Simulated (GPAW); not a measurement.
# H2 in line between two Sn chains: relaxation, then transmission at several levels

How well does H2 in line between two Sn chains conduct once its atoms have relaxed, and how much do cheaper levels lose?

Main program and level: GPAW 26.7.0; GPAW LCAO, PAW setups; relaxation of the junction within the symmetry of its start, lead ends held, in the first sound run; inputs show where later runs differ.

## (1) The structure

The cell holds 14 atoms: 12 Sn and 2 H. Its edges and angles: a = 9.000 Å, b = 9.000 Å, c = 34.327 Å, α = 90.0°, β = 90.0°, γ = 90.0°. Regions: left lead, 6 atoms (6 Sn); channel, 2 atoms (2 H); right lead, 6 atoms (6 Sn). Vacuum lies along a and b. The structure is stacked along c, and the current runs across the ab planes.

## (2) Relaxation

Transmission follows bond lengths closely, so the atoms between the held lead ends are relaxed first, within whatever symmetry the start has.

Input file run.py:

```python
import json
from ase import Atoms
from ase.constraints import FixAtoms
from ase.optimize import BFGS
from gpaw import GPAW, FermiDirac

device = Atoms(
    ['Sn', 'Sn', 'Sn', 'Sn', 'Sn', 'Sn', 'H', 'H', 'Sn', 'Sn', 'Sn', 'Sn', 'Sn', 'Sn'],
    positions=[
        [4.50000, 4.50000, 1.37500],
        [4.50000, 4.50000, 4.12500],
        [4.50000, 4.50000, 6.87500],
        [4.50000, 4.50000, 9.62500],
        [4.50000, 4.50000, 12.37500],
        [4.50000, 4.50000, 15.12500],
        [4.50000, 4.50000, 16.73840],
        [4.50000, 4.50000, 17.58840],
        [4.50000, 4.50000, 19.20180],
        [4.50000, 4.50000, 21.95180],
        [4.50000, 4.50000, 24.70180],
        [4.50000, 4.50000, 27.45180],
        [4.50000, 4.50000, 30.20180],
        [4.50000, 4.50000, 32.95180]],
    cell=[[9.0, 0.0, 0.0], [0.0, 9.0, 0.0], [0.0, 0.0, 34.3268]],
    pbc=True)

device.set_constraint(FixAtoms([0, 1, 2, 3, 4, 9, 10, 11, 12, 13]))
device.calc = GPAW(mode='lcao', basis='dzp', xc='PBE', h=0.18,
                   kpts={'size': (1, 1, 3), 'gamma': True},
                   symmetry={'tolerance': 1e-3, 'extra_ids': [1, 1, 1, 1, 1, 0, 0, 0, 0, 1, 1, 1, 1, 1]},
                   occupations=FermiDirac(0.1), maxiter=250,
                   mixer=dict(beta=0.1, nmaxold=8, weight=100.0),
                   convergence=dict(density=0.0001), txt='relax.txt')
path = []
opt = BFGS(device, maxstep=0.15)
opt.attach(lambda: path.append((device.get_potential_energy(), device.positions.tolist(), device.get_forces().tolist())))
relaxed = bool(opt.run(fmax=0.05, steps=50))
json.dump(dict(relaxed=relaxed, path=path, positions=device.positions.tolist(), moments=device.get_magnetic_moments().tolist(),
               forces=device.get_forces(apply_constraint=False).tolist()), open('result.json', 'w'))
```

Command:

```bash
$ OMP_NUM_THREADS=1 OPENBLAS_NUM_THREADS=1 python run.py
```

The log of the run:

```text
Step          Energy          fmax
BFGS:    0      -31.212942        4.647450
BFGS:    1      -31.738526        3.159721
BFGS:    2      -32.266350        0.505876
BFGS:    3      -32.283795        0.239982
BFGS:    4      -32.285103        0.113436
BFGS:    5      -32.285090        0.092785
BFGS:    6      -32.285624        0.085748
BFGS:    7      -32.282914        0.227470
BFGS:    8      -32.285670        0.035952
```

The job ended after 7.5 min (1 thread of Arm Neoverse V1, shared host; peak memory 1.5 GiB).

Step by step:

| step | energy less that of the first step (eV) | largest force (eV/Å) |
| --- | --- | --- |
| 1 | 0.0000 | 4.6475 |
| 2 | -0.5291 | 3.1597 |
| 3 | -1.0645 | 0.5059 |
| 4 | -1.0836 | 0.2400 |
| 5 | -1.0852 | 0.1134 |
| 6 | -1.0851 | 0.0928 |
| 7 | -1.0857 | 0.0857 |
| 8 | -1.0835 | 0.2275 |
| 9 | -1.0859 | 0.0360 |

The atoms that moved most (Å):

| atom | dx | dy | dz | length |
| --- | --- | --- | --- | --- |
| Sn6 | 0.000 | 0.000 | -0.236 | 0.236 |
| Sn9 | 0.000 | 0.000 | 0.236 | 0.236 |
| H8 | 0.000 | 0.000 | 0.006 | 0.006 |
| H7 | 0.000 | 0.000 | -0.006 | 0.006 |

The relaxation lowered the energy of the cell by 1.09 eV (energies extrapolated to zero smearing; the optimiser's log prints free energies). The largest force left on a free atom is 0.036 eV/Å.

## (3) GPAW, dzp

Localised orbitals split the wire into layers that couple to their neighbours alone, which is what the Green's function method needs; double zeta with polarisation is the usual level for numbers.

This step: GPAW LCAO, PAW setups; Landauer transmission from Green's functions with principal layers (ASE), zero bias (GPAW 26.7.0).

Input file run.py:

```python
import json
import numpy as np
from ase import Atoms
from ase.transport.calculators import TransportCalculator
from gpaw import GPAW, FermiDirac
from gpaw.lcao.tools import get_lcao_hamiltonian
from scipy.linalg import eigh

# The junction with lead layers at both ends, along the third cell vector
device = Atoms(
    ['Sn', 'Sn', 'Sn', 'Sn', 'Sn', 'Sn', 'H', 'H', 'Sn', 'Sn', 'Sn', 'Sn', 'Sn', 'Sn'],
    positions=[
        [4.50000, 4.50000, 1.37500],
        [4.50000, 4.50000, 4.12500],
        [4.50000, 4.50000, 6.87500],
        [4.50000, 4.50000, 9.62500],
        [4.50000, 4.50000, 12.37500],
        [4.50000, 4.50000, 14.88928],
        [4.50000, 4.50000, 16.73266],
        [4.50000, 4.50000, 17.59414],
        [4.50000, 4.50000, 19.43752],
        [4.50000, 4.50000, 21.95180],
        [4.50000, 4.50000, 24.70180],
        [4.50000, 4.50000, 27.45180],
        [4.50000, 4.50000, 30.20180],
        [4.50000, 4.50000, 32.95180]],
    cell=[[9.0, 0.0, 0.0], [0.0, 9.0, 0.0], [0.0, 0.0, 34.3268]],
    pbc=True)

# One principal layer of the lead: the first 3 atoms of the device
lead = Atoms(
    ['Sn', 'Sn', 'Sn'],
    positions=[
        [4.50000, 4.50000, 1.37500],
        [4.50000, 4.50000, 4.12500],
        [4.50000, 4.50000, 6.87500]],
    cell=[[9.0, 0.0, 0.0], [0.0, 9.0, 0.0], [0.0, 0.0, 8.25]],
    pbc=True)

settings = dict(mode='lcao', basis='dzp', xc='PBE', h=0.2,
                occupations=FermiDirac(0.1), maxiter=250,
                mixer=dict(beta=0.1, nmaxold=8, weight=100.0),
                convergence=dict(density=0.0001))
energies = np.arange(-2, 2 + 1e-9, 0.025)
eta = 0.0001
n1, n2 = 1, 1
# k and -k transmit alike, so half of the mesh across the current serves
mesh = [(i, j) for i in range(n1) for j in range(n2) if (i, j) <= (-i % n1, -j % n2)]
weights = np.array([1 if (i, j) == (-i % n1, -j % n2) else 2 for i, j in mesh]) / (n1 * n2)

# [... helper functions left out ...]
fermi_lead = ground_state(lead, (1, 1, 14), 'lead.txt')
fermi_device = ground_state(device, (1, 1, 3), 'device.txt')
# [... loop over the mesh left out, but for ...]
        # Shift the lead onto the potential of the device's first layer
        shift = ((H[:, 0, 0] - H0[:, 0, 0]) / S0[0, 0]).real.mean()
# [...]
kT = 8.617333e-5 * 300
bias = [0.1, 0.2, 0.5, 1.0, 1.5, 2.0]
# [... integrals and printing left out ...]
```

The log of the run:

```text
basis functions: device 286, principal layer 69
Fermi level: lead -2.9469 eV, device -2.9652 eV; lead shifted by 0.0122 eV
largest coupling past the next layer 3.84e-07 eV, largest misfit of the first layer 0.065 eV
  E-E_F (eV)   T (one spin)  channels
    -2.000    9.9496e-01    1.0000
    -1.975    9.9555e-01    1.0000
    -1.950    9.9606e-01    1.0000
    -1.925    9.9651e-01    1.0000
    -1.900    9.9688e-01    1.0000
    -1.875    9.9721e-01    1.0000
    -1.850    9.9749e-01    1.0000
    -1.825    9.9773e-01    1.0000
    -1.800    9.9794e-01    1.0000
    -1.775    9.9812e-01    1.0000
    -1.750    9.9827e-01    1.0000
    -1.725    9.9840e-01    1.0000
    -1.700    9.9851e-01    1.0000
    -1.675    9.9860e-01    1.0000
    -1.650    9.9868e-01    1.0000
    -1.625    9.9875e-01    1.0000
[...]
1.825    1.0293e+00    3.0000
     1.850    1.0323e+00    3.0000
     1.875    1.0354e+00    3.0000
     1.900    1.0386e+00    3.0000
     1.925    1.0419e+00    3.0000
     1.950    1.0454e+00    3.0000
     1.975    1.0489e+00    3.0000
     2.000    1.0526e+00    3.0000
conductance at 300 K: 1.1449 G0 a cell; thermopower 0.9233 uV/K
current from the zero-bias T(E) at 0.1 V: 8.8662 uA
current from the zero-bias T(E) at 0.2 V: 17.708 uA
current from the zero-bias T(E) at 0.5 V: 43.907 uA
current from the zero-bias T(E) at 1.0 V: 86.345 uA
current from the zero-bias T(E) at 1.5 V: 128.04 uA
current from the zero-bias T(E) at 2.0 V: 167.21 uA
```

Wall time 1.7 min (1 thread); peak memory 1.1 GiB.

This step gave:

* conductance: 1.145 G₀
* largest coupling past the next principal layer: 3.84e-7 eV
* largest misfit of the first principal layer: 0.06457 eV
* shift that aligns the lead: 0.01224 eV
* basis functions of the junction: 286
* basis functions of a principal layer: 69
* transmission at the Fermi level (one spin): 1.146
* open channels of the lead at the Fermi level (one spin): 3

One spin. Table of transmission, zone mean by energy, zero at the Fermi level:

| energy (eV) | transmission, zone mean |
| --- | --- |
| -2.000 | 0.995 |
| -1.900 | 0.997 |
| -1.800 | 0.998 |
| -1.700 | 0.999 |
| -1.600 | 0.999 |
| -1.500 | 0.999 |
| -1.400 | 0.999 |
| -1.300 | 0.999 |
| -1.200 | 0.999 |
| -1.100 | 0.998 |
| -1.000 | 0.998 |
| -0.900 | 0.997 |
| -0.800 | 0.996 |
| -0.775 | 1.14 |
| -0.700 | 1.14 |
| -0.600 | 1.14 |
| -0.500 | 1.13 |
| -0.400 | 1.13 |
| -0.300 | 1.14 |
| -0.200 | 1.15 |
| -0.100 | 1.15 |
| 0.000 | 1.15 |
| 0.100 | 1.13 |
| 0.200 | 1.10 |
| 0.300 | 1.07 |
| 0.400 | 1.05 |
| 0.500 | 1.03 |
| 0.600 | 1.02 |
| 0.700 | 1.01 |
| 0.800 | 1.00 |
| 0.900 | 0.999 |
| 1.000 | 0.996 |
| 1.100 | 0.994 |
| 1.200 | 0.993 |
| 1.300 | 0.995 |
| 1.400 | 0.998 |
| 1.500 | 1.00 |
| 1.600 | 1.01 |
| 1.700 | 1.02 |
| 1.800 | 1.03 |
| 1.900 | 1.04 |
| 2.000 | 1.05 |

Crossings of the lead's bands, unfolded to its shortest repeat. Open channels, zone mean against energy, zero at the Fermi level:

| energy (eV) | open channels, zone mean |
| --- | --- |
| -2.000 | 1 |
| -1.800 | 1 |
| -1.600 | 1 |
| -1.400 | 1 |
| -1.200 | 1 |
| -1.000 | 1 |
| -0.800 | 1 |
| -0.600 | 3 |
| -0.400 | 3 |
| -0.200 | 3 |
| 0.000 | 3 |
| 0.200 | 3 |
| 0.400 | 3 |
| 0.600 | 3 |
| 0.800 | 3 |
| 1.000 | 3 |
| 1.200 | 3 |
| 1.400 | 3 |
| 1.600 | 3 |
| 1.800 | 3 |
| 2.000 | 3 |

Not self-consistent under bias; the bias window is split evenly. Current through one cell, from the zero-bias transmission against bias:

| bias (V) | current through one cell, from the zero-bias transmission (μA) |
| --- | --- |
| 0.100 | 8.87 |
| 0.200 | 17.7 |
| 0.500 | 43.9 |
| 1.000 | 86.3 |
| 1.500 | 128 |
| 2.000 | 167 |

Transmission of the three most open eigenchannels against energy, zero at the Fermi level:

| energy (eV) | channel 1 | channel 2 = channel 3 |
| --- | --- | --- |
| -2.000 | 0.995 | 0 |
| -1.900 | 0.997 | 0 |
| -1.800 | 0.998 | 0 |
| -1.700 | 0.999 | 0 |
| -1.600 | 0.999 | 0 |
| -1.500 | 0.999 | 0 |
| -1.400 | 0.999 | 0 |
| -1.300 | 0.999 | 0 |
| -1.200 | 0.999 | 0 |
| -1.100 | 0.998 | 0 |
| -1.000 | 0.998 | 0 |
| -0.900 | 0.997 | 0 |
| -0.800 | 0.996 | 3.9e-7 |
| -0.700 | 0.995 | 0.0704 |
| -0.600 | 0.993 | 0.0724 |
| -0.500 | 0.991 | 0.0697 |
| -0.400 | 0.988 | 0.0702 |
| -0.300 | 0.985 | 0.0756 |
| -0.200 | 0.981 | 0.0833 |
| -0.100 | 0.977 | 0.0885 |
| 0.000 | 0.973 | 0.0869 |
| 0.100 | 0.968 | 0.0789 |
| 0.200 | 0.962 | 0.0682 |
| 0.300 | 0.957 | 0.0582 |
| 0.400 | 0.951 | 0.0505 |
| 0.500 | 0.944 | 0.0451 |
| 0.600 | 0.938 | 0.0419 |
| 0.700 | 0.931 | 0.0403 |
| 0.800 | 0.924 | 0.0401 |
| 0.900 | 0.917 | 0.0411 |
| 1.000 | 0.909 | 0.0430 |
| 1.100 | 0.902 | 0.0460 |
| 1.200 | 0.894 | 0.0498 |
| 1.300 | 0.886 | 0.0545 |
| 1.400 | 0.877 | 0.0601 |
| 1.500 | 0.868 | 0.0666 |
| 1.600 | 0.860 | 0.0740 |
| 1.700 | 0.851 | 0.0824 |
| 1.800 | 0.843 | 0.0918 |
| 1.900 | 0.835 | 0.102 |
| 2.000 | 0.827 | 0.113 |

Couplings past the next layer reach 3.8e-7 eV, small enough to drop; the matrix elements of the cell's first layer differ from the bulk lead's by up to 0.065 eV. That layer keeps its own values in the calculation, and only beyond it is the lead taken as perfect. The Fermi levels of lead and junction count from different zeros of potential, one for each periodic cell; with both set to zero, the small remaining shift is what aligns them. By hand: G = 1.145 × 77.48 μS = 88.7 μS, a resistance of 11.3 kΩ; at 0.1 V a linear junction would pass 8.87 μA, and the integral over the bias window gives 8.87 μA.

## (4) GPAW, szp: basis = "szp(dzp)"

The second zeta is dropped, the polarisation orbitals stay.

Edit run.py of step 3 so:

```diff
@@ -39,3 +39,3 @@
 
-settings = dict(mode='lcao', basis='dzp', xc='PBE', h=0.2,
+settings = dict(mode='lcao', basis='szp(dzp)', xc='PBE', h=0.2,
                 occupations=FermiDirac(0.1), maxiter=250,
```

The log of the run:

```text
basis functions: device 176, principal layer 42
Fermi level: lead -3.2113 eV, device -3.2577 eV; lead shifted by 0.0013 eV
largest coupling past the next layer 3.63e-07 eV, largest misfit of the first layer 0.068 eV
  E-E_F (eV)   T (one spin)  channels
    -2.000    9.9459e-01    1.0000
    -1.975    9.9521e-01    1.0000
    -1.950    9.9574e-01    1.0000
    -1.925    9.9620e-01    1.0000
    -1.900    9.9659e-01    1.0000
    -1.875    9.9693e-01    1.0000
    -1.850    9.9722e-01    1.0000
    -1.825    9.9746e-01    1.0000
    -1.800    9.9768e-01    1.0000
    -1.775    9.9786e-01    1.0000
    -1.750    9.9801e-01    1.0000
    -1.725    9.9815e-01    1.0000
    -1.700    9.9826e-01    1.0000
    -1.675    9.9835e-01    1.0000
    -1.650    9.9843e-01    1.0000
    -1.625    9.9850e-01    1.0000
[...]
1.825    9.8782e-01    3.0000
     1.850    9.8948e-01    3.0000
     1.875    9.9125e-01    3.0000
     1.900    9.9314e-01    3.0000
     1.925    9.9515e-01    3.0000
     1.950    9.9729e-01    3.0000
     1.975    9.9955e-01    3.0000
     2.000    1.0019e+00    3.0000
conductance at 300 K: 1.1429 G0 a cell; thermopower 1.05 uV/K
current from the zero-bias T(E) at 0.1 V: 8.8511 uA
current from the zero-bias T(E) at 0.2 V: 17.68 uA
current from the zero-bias T(E) at 0.5 V: 43.857 uA
current from the zero-bias T(E) at 1.0 V: 86.314 uA
current from the zero-bias T(E) at 1.5 V: 127.97 uA
current from the zero-bias T(E) at 2.0 V: 166.76 uA
```

Run time: 96 s. Hardware: 1 thread; peak memory 1.1 GiB.

This step gave:

```yaml
conductance: 1.143 G₀
largest_coupling_past_the_next_principal_layer: 3.63e-7 eV
largest_misfit_of_the_first_principal_layer: 0.06842 eV
shift_that_aligns_the_lead: 0.001304 eV
basis_functions_of_the_junction: 176
basis_functions_of_a_principal_layer: 42
transmission_at_the_fermi_level_one_spin: 1.144
```

One spin. Transmission, zone mean against energy, zero at the Fermi level:

| energy (eV) | transmission, zone mean |
| --- | --- |
| -2.000 | 0.995 |
| -1.900 | 0.997 |
| -1.800 | 0.998 |
| -1.700 | 0.998 |
| -1.600 | 0.999 |
| -1.500 | 0.999 |
| -1.400 | 0.999 |
| -1.300 | 0.999 |
| -1.200 | 0.998 |
| -1.100 | 0.998 |
| -1.000 | 0.997 |
| -0.900 | 0.996 |
| -0.800 | 0.995 |
| -0.700 | 1.15 |
| -0.650 | 1.15 |
| -0.600 | 1.15 |
| -0.500 | 1.14 |
| -0.400 | 1.14 |
| -0.300 | 1.14 |
| -0.200 | 1.15 |
| -0.125 | 1.15 |
| -0.100 | 1.15 |
| 0.000 | 1.14 |
| 0.100 | 1.12 |
| 0.200 | 1.09 |
| 0.300 | 1.07 |
| 0.400 | 1.04 |
| 0.500 | 1.03 |
| 0.600 | 1.01 |
| 0.700 | 1.00 |
| 0.800 | 0.993 |
| 0.900 | 0.986 |
| 1.000 | 0.981 |
| 1.100 | 0.978 |
| 1.200 | 0.975 |
| 1.300 | 0.974 |
| 1.400 | 0.974 |
| 1.500 | 0.975 |
| 1.600 | 0.978 |
| 1.700 | 0.981 |
| 1.800 | 0.986 |
| 1.900 | 0.993 |
| 2.000 | 1.00 |

Crossings of the lead's bands, unfolded to its shortest repeat. Open channels, zone mean against energy, zero at the Fermi level:

| energy (eV) | open channels, zone mean |
| --- | --- |
| -2.000 | 1 |
| -1.900 | 1 |
| -1.800 | 1 |
| -1.700 | 1 |
| -1.600 | 1 |
| -1.500 | 1 |
| -1.400 | 1 |
| -1.300 | 1 |
| -1.200 | 1 |
| -1.100 | 1 |
| -1.000 | 1 |
| -0.900 | 1 |
| -0.800 | 1 |
| -0.700 | 3 |
| -0.600 | 3 |
| -0.500 | 3 |
| -0.400 | 3 |
| -0.300 | 3 |
| -0.200 | 3 |
| -0.100 | 3 |
| 0.000 | 3 |
| 0.100 | 3 |
| 0.200 | 3 |
| 0.300 | 3 |
| 0.400 | 3 |
| 0.500 | 3 |
| 0.600 | 3 |
| 0.700 | 3 |
| 0.800 | 3 |
| 0.900 | 3 |
| 1.000 | 3 |
| 1.100 | 3 |
| 1.200 | 3 |
| 1.300 | 3 |
| 1.400 | 3 |
| 1.500 | 3 |
| 1.600 | 3 |
| 1.700 | 3 |
| 1.800 | 3 |
| 1.900 | 3 |
| 2.000 | 3 |

Not self-consistent under bias; the bias window is split evenly. The current through one cell, from the zero-bias transmission by bias:

| bias (V) | current through one cell, from the zero-bias transmission (μA) |
| --- | --- |
| 0.100 | 8.85 |
| 0.200 | 17.7 |
| 0.500 | 43.9 |
| 1.000 | 86.3 |
| 1.500 | 128 |
| 2.000 | 167 |

Transmission of the three most open eigenchannels against energy, zero at the Fermi level:

| energy (eV) | channel 1 | channel 2 = channel 3 |
| --- | --- | --- |
| -2.000 | 0.995 | 0 |
| -1.900 | 0.997 | 0 |
| -1.800 | 0.998 | 0 |
| -1.700 | 0.998 | 0 |
| -1.600 | 0.999 | 0 |
| -1.500 | 0.999 | 0 |
| -1.400 | 0.999 | 0 |
| -1.300 | 0.999 | 0 |
| -1.200 | 0.998 | 0 |
| -1.100 | 0.998 | 0 |
| -1.000 | 0.997 | 0 |
| -0.900 | 0.996 | 0 |
| -0.800 | 0.995 | 4.8e-9 |
| -0.700 | 0.994 | 0.0775 |
| -0.600 | 0.992 | 0.0796 |
| -0.500 | 0.989 | 0.0754 |
| -0.400 | 0.986 | 0.0752 |
| -0.300 | 0.983 | 0.0798 |
| -0.200 | 0.979 | 0.0860 |
| -0.100 | 0.975 | 0.0896 |
| 0.000 | 0.971 | 0.0868 |
| 0.100 | 0.966 | 0.0781 |
| 0.200 | 0.960 | 0.0668 |
| 0.300 | 0.955 | 0.0561 |
| 0.400 | 0.949 | 0.0477 |
| 0.500 | 0.943 | 0.0417 |
| 0.600 | 0.937 | 0.0378 |
| 0.700 | 0.930 | 0.0355 |
| 0.800 | 0.924 | 0.0346 |
| 0.900 | 0.917 | 0.0347 |
| 1.000 | 0.910 | 0.0357 |
| 1.100 | 0.903 | 0.0375 |
| 1.200 | 0.895 | 0.0399 |
| 1.300 | 0.888 | 0.0430 |
| 1.400 | 0.880 | 0.0468 |
| 1.500 | 0.873 | 0.0510 |
| 1.600 | 0.866 | 0.0560 |
| 1.700 | 0.858 | 0.0615 |
| 1.800 | 0.851 | 0.0678 |
| 1.900 | 0.843 | 0.0749 |
| 2.000 | 0.836 | 0.0828 |

The conductance equals that of the dzp run to 0.2 %.

## (5) Minimal basis

One function for each valence shell of the setup, as for a first survey of a large system.

Edit run.py of step 4 so:

```diff
@@ -39,3 +39,3 @@
 
-settings = dict(mode='lcao', basis='szp(dzp)', xc='PBE', h=0.2,
+settings = dict(mode='lcao', basis='sz(dzp)', xc='PBE', h=0.2,
                 occupations=FermiDirac(0.1), maxiter=250,
```

The log of the run:

```text
basis functions: device 110, principal layer 27
Fermi level: lead -3.0929 eV, device -3.1565 eV; lead shifted by 0.0202 eV
largest coupling past the next layer 4.07e-07 eV, largest misfit of the first layer 0.093 eV
  E-E_F (eV)   T (one spin)  channels
    -2.000    9.9682e-01    1.0000
    -1.975    9.9712e-01    1.0000
    -1.950    9.9738e-01    1.0000
[...]
1.975    9.4331e-01    3.0000
     2.000    9.4385e-01    3.0000
conductance at 300 K: 1.1161 G0 a cell; thermopower 0.9841 uV/K
current from the zero-bias T(E) at 0.1 V: 8.6441 uA
current from the zero-bias T(E) at 0.2 V: 17.269 uA
current from the zero-bias T(E) at 0.5 V: 42.881 uA
current from the zero-bias T(E) at 1.0 V: 84.563 uA
current from the zero-bias T(E) at 1.5 V: 125.74 uA
current from the zero-bias T(E) at 2.0 V: 164.75 uA
```

Elapsed: 69 s, on 1 thread; peak memory 1 GiB.

Numbers from this step:

| Quantity | Value |
| --- | --- |
| conductance | 1.116 G₀ |
| largest coupling past the next principal layer | 4.07e-7 eV |
| largest misfit of the first principal layer | 0.09293 eV |
| shift that aligns the lead | 0.02022 eV |
| basis functions of the junction | 110 |
| basis functions of a principal layer | 27 |
| transmission at the Fermi level (one spin) | 1.117 |

One spin. Transmission, zone mean against energy, zero at the Fermi level:

| energy (eV) | transmission, zone mean |
| --- | --- |
| -2.000 | 0.997 |
| -1.800 | 0.998 |
| -1.600 | 0.999 |
| -1.400 | 0.999 |
| -1.200 | 0.998 |
| -1.000 | 0.997 |
| -0.800 | 1.12 |
| -0.675 | 1.14 |
| -0.600 | 1.13 |
| -0.400 | 1.11 |
| -0.200 | 1.13 |
| 0.000 | 1.12 |
| 0.200 | 1.07 |
| 0.400 | 1.03 |
| 0.600 | 0.999 |
| 0.800 | 0.979 |
| 1.000 | 0.964 |
| 1.200 | 0.954 |
| 1.400 | 0.946 |
| 1.600 | 0.942 |
| 1.800 | 0.941 |
| 2.000 | 0.944 |

The conductance, 1.12 G₀, lies 2.5 % below that of the dzp run.

## (6) revPBE in the dzp basis: xc = "revPBE"

Back in the dzp basis, the functional changes from PBE to revPBE, to set the spread between functionals beside that between bases.

Edit run.py of step 5 so:

```diff
@@ -39,3 +39,3 @@
 
-settings = dict(mode='lcao', basis='sz(dzp)', xc='PBE', h=0.2,
+settings = dict(mode='lcao', basis='dzp', xc='revPBE', h=0.2,
                 occupations=FermiDirac(0.1), maxiter=250,
```

The log of the run:

```text
basis functions: device 286, principal layer 69
Fermi level: lead -2.8676 eV, device -2.8866 eV; lead shifted by 0.0135 eV
largest coupling past the next layer 3.82e-07 eV, largest misfit of the first layer 0.068 eV
  E-E_F (eV)   T (one spin)  channels
    -2.000    9.9464e-01    1.0000
    -1.975    9.9524e-01    1.0000
    -1.950    9.9577e-01    1.0000
[...]
1.975    1.0389e+00    3.0000
     2.000    1.0425e+00    3.0000
conductance at 300 K: 1.1328 G0 a cell; thermopower 0.9277 uV/K
current from the zero-bias T(E) at 0.1 V: 8.7727 uA
current from the zero-bias T(E) at 0.2 V: 17.523 uA
current from the zero-bias T(E) at 0.5 V: 43.466 uA
current from the zero-bias T(E) at 1.0 V: 85.567 uA
current from the zero-bias T(E) at 1.5 V: 126.99 uA
current from the zero-bias T(E) at 2.0 V: 165.98 uA
```

Run time: 1.9 min. Hardware: 1 thread; peak memory 1.1 GiB.

This step gave:

```yaml
conductance: 1.133 G₀
largest_coupling_past_the_next_principal_layer: 3.82e-7 eV
largest_misfit_of_the_first_principal_layer: 0.06846 eV
shift_that_aligns_the_lead: 0.01345 eV
basis_functions_of_the_junction: 286
basis_functions_of_a_principal_layer: 69
transmission_at_the_fermi_level_one_spin: 1.134
```

The conductance, 1.13 G₀, lies 1.1 % below that of the dzp run.

(Part 1 of 2 ends here.)

[Logs are printed without paths, hosts, clocks, repeated set-up lines and the standing remarks that a program may print on its own settings, such as how far it seeks lower states.]

[Hosts, paths, dates, database ids (printed as entryN), source tags and the programs' standing remarks are cut or masked in the printed files.]
